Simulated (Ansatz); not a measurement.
# W wire along [110], 9 atoms a period: bands along the axis, part 2 of 2

What gap, if any, does the W wire along [110], 9 atoms a period have, and how many channels would it open?

Ansatz 0.2.0; DFT PBE, plane waves, PAW; relaxation of a wire's period; PAW set soft_1 (the session's first sound run).

So far: Set-up; Relaxation of atoms and period.

### Step 2. Relaxation of atoms and period (continued)

Relaxation path:

| step | energy less that of the first step (eV) | largest force component (eV/Å) | pressure (GPa) | volume (Å³) |
| --- | --- | --- | --- | --- |
| 1 | 0.0000 | 3.0303 | -9.44 | 504.31 |
| 2 | -3.0005 | 0.9294 | -1.93 | 489.48 |
| 3 | -3.2980 | 0.6121 | 1.01 | 473.27 |
| 4 | -3.3590 | 0.0197 | -0.15 | 472.34 |
| 5 | -3.3603 | 0.0253 | -0.02 | 471.02 |
| 6* | -3.3564 | 0.0257 | -0.02 | 471.02 |
| 7 | -3.3566 | 0.0224 | -0.02 | 470.42 |
| 8* | -3.3564 | 0.0224 | -0.02 | 470.42 |

Relaxation steps marked * repeat the geometry before them on a plane-wave basis chosen anew for their cell, so energy and pressure can jump there.

The run keeps the 8 symmetry operations that it works with, so distortions that break them were not tested.

| cell as run | before | after | change |
| --- | --- | --- | --- |
| c (Å) | 4.483 | 4.182 | -6.7 % |

The atoms that moved most (Å, along periodic axes as changes of fractional coordinates times the final cell, across vacuum about the mean position):

| atom | dx | dy | dz | length |
| --- | --- | --- | --- | --- |
| W1 | 0.084 | -0.232 | 0.000 | 0.246 |
| W3 | -0.084 | -0.232 | 0.000 | 0.246 |
| W8 | 0.084 | 0.232 | 0.000 | 0.246 |
| W9 | -0.084 | 0.232 | 0.000 | 0.246 |
| W6 | 0.000 | -0.026 | 0.000 | 0.026 |
| W5 | 0.000 | 0.026 | 0.000 | 0.026 |
| W7 | -0.024 | 0.000 | 0.000 | 0.024 |
| W4 | 0.024 | 0.000 | 0.000 | 0.024 |

This step gave:

```yaml
energy_at_zero_smearing: -93452.2633 eV
cell_length_along_the_wire: 4.182 Å
```

The cell's length comes to 4.182 Å with spin left out.

### Step 3. The wire at its relaxed period

This step: DFT PBE, plane waves, PAW; bands of a perfect wire; PAW set soft_1 (Ansatz 0.2.0).

At the relaxed period the bands are computed along the axis; those that cross an energy going forward count the channels that a perfect wire would open there.

File input.yaml:

```yaml
crystal:
  lattice:
    - [9.97, 0.0, 0.0]
    - [0.0, 11.283, 0.0]
    - [0.0, 0.0, 4.1818692781]
  atoms:
    - { symbol: W, position: [0.349456851, 0.678146463, 0.0] }
    - { symbol: W, position: [0.5, 0.500002526, 0.0] }
    - { symbol: W, position: [0.650543149, 0.678146463, 0.0] }
    - { symbol: W, position: [0.343396837, 0.500002526, 0.5] }
    - { symbol: W, position: [0.5, 0.303626681, 0.5] }
    - { symbol: W, position: [0.5, 0.696378371, 0.5] }
    - { symbol: W, position: [0.656603163, 0.500002526, 0.5] }
    - { symbol: W, position: [0.349456851, 0.321858589, 0.0] }
    - { symbol: W, position: [0.650543149, 0.321858589, 0.0] }
kpoints:
  mp_grid: { grid: [1, 1, 20] }
  band_path: { path: ["Γ", Z], npoints: 90 }
scf:
  occupations: { method: fermi_dirac, width: 0.05 }
hamiltonian:
  xc: pbe
  pseudopotentials: { kind: paw, azcp: { folder: soft_1 } }
output:
  dos: { e_range: [-5, 4] }
  write_potential: true
  write_density: true
  volumetric_format: npy
```

Command:

```
ansatz run input.yaml --threads 4 --pin off --max-ram 16384MiB --backend cpu --events-out ev --progress --plain --runs-dir out
```

Numbers of over 12 decimals in the logs are rounded to 6 here.

Log:

```text
[...]
Crystal: 9 atoms, lattice volume = 470.425 Å³
Basis set: ecut = 420 eV, 9137 PW (Γ)
Bands: 76, of which v1, the nominal top of the filled ones, is band 63 counted from 1 (62 counted from 0)
Symmetry: 8 space group operations
[...]
k-points: 11 of 20
[...]
SCF iter   1: F=—  HF=-93462.821599 eV  |F-HF|=—  |Δ(HF+E_count)|=         —  Δρ=5.03e-2  dr2=6.35e1  ethr=3.10e-3  ⟨swp⟩=10.5  Hψ=3937  notcnv=0
[...]
SCF iter  11: F=-93452.306970 eV  HF=-93452.306970 eV  |F-HF|=3.07e-8  |Δ(HF+E_count)|=   2.83e-7  Δρ=3.09e-6  dr2=5.79e-8  ethr=7.94e-11  ⟨swp⟩=12.6  Hψ=2948  notcnv=0
SCF 1 converged in 11 iterations: F = -93452.306970 eV  dr2 = 5.79e-8
[...]
NSCF: frozen V_eff on 91 k-points
WARN: The output density's exchange-correlation potential varies sharply where the density is thin. Do not read a vacuum level from v_tot or v_xc, or from such a field of the output density. On a cell that repeats whose density bears no net charge and no dipole along the vacuum's axis use v_es (v_loc + v_h of the components); under efield.dipole_correction with no amplitude use v_es + v_field, which holds any externa [...]
SCF converged after 11 iterations
Free energy (F): -93452.306970 eV
[...]
Internal energy: -93452.220208 eV  (E = F + TS)
E sigma→0 (E₀):  -93452.263589 eV
Entropy (-TS):   -0.086762 eV (-9.640 meV/atom)
Fermi energy:    4.157293 eV
[...]
--- Band table (eV; the first three rows and the last of 11) ---
  k-point 0: bands = [... 59 lower, 3.4577, 3.7112, 3.8144, 3.9119, 4.2067, 4.2420, 4.4394, 4.6552, ... 9 higher]
  k-point 1: bands = [... 59 lower, 3.4542, 3.7397, 3.7402, 3.8269, 4.2486, 4.2845, 4.6074, 4.6619, ... 9 higher]
  k-point 2: bands = [... 59 lower, 3.3346, 3.5740, 3.8089, 3.8627, 4.2685, 4.4742, 4.6801, 4.7651, ... 9 higher]
  k-point 10: bands = [... 59 lower, 3.2255, 3.3355, 3.7408, 4.0933, 4.1396, 4.6053, 4.6114, 4.6486, ... 9 higher]
```

Elapsed: 23 s, on 4 threads of Intel Xeon Platinum 8488C (Sapphire Rapids), shared host; peak memory 2 GiB.

Numbers from this step:

```
energy at zero smearing : -93452.2636 eV
band gap                : 0 eV
```

The electronic bands at the labelled points (eV, zero at the Fermi level):

| point | band 60 | band 61 | band 62 | band 63 | band 64 | band 65 | band 66 | band 67 |
| --- | --- | --- | --- | --- | --- | --- | --- | --- |
| Γ | -0.70 | -0.45 | -0.34 | -0.25 | 0.05 | 0.08 | 0.28 | 0.50 |
| halfway | -0.51 | -0.36 | -0.33 | -0.17 | 0.16 | 0.23 | 0.40 | 0.53 |
| Z | -0.93 | -0.82 | -0.42 | -0.06 | -0.02 | 0.45 | 0.45 | 0.49 |

Between Γ and Z the bands cross the Fermi level 5 times, so a perfect wire would conduct at least 5 G₀, with spin left out.

### Step 4. Results

```json
{
 "cell length, PBE": "4.182 Å",
 "ballistic conductance by band crossings, a lower bound, PBE": "5 G₀"
}
```

What this shows: Under PBE the cell's length is 4.18 Å, and the bands cross the Fermi level 5 times between Γ and Z, which gives a perfect wire at least 5 G₀ (opposite crossings within one step of the path cancel in such a count). No spin was allowed, though thin wires with open d shells can turn magnetic. Spin-orbit coupling is left out, which matters for the bands of heavy atoms.

[Logs are printed without paths, hosts, clocks, repeated set-up lines and the standing remarks that a program may print on its own settings, such as how far it seeks lower states.]

[Hosts, paths, dates, database ids (printed as entryN), source tags and the programs' standing remarks are cut or masked in the printed files.]
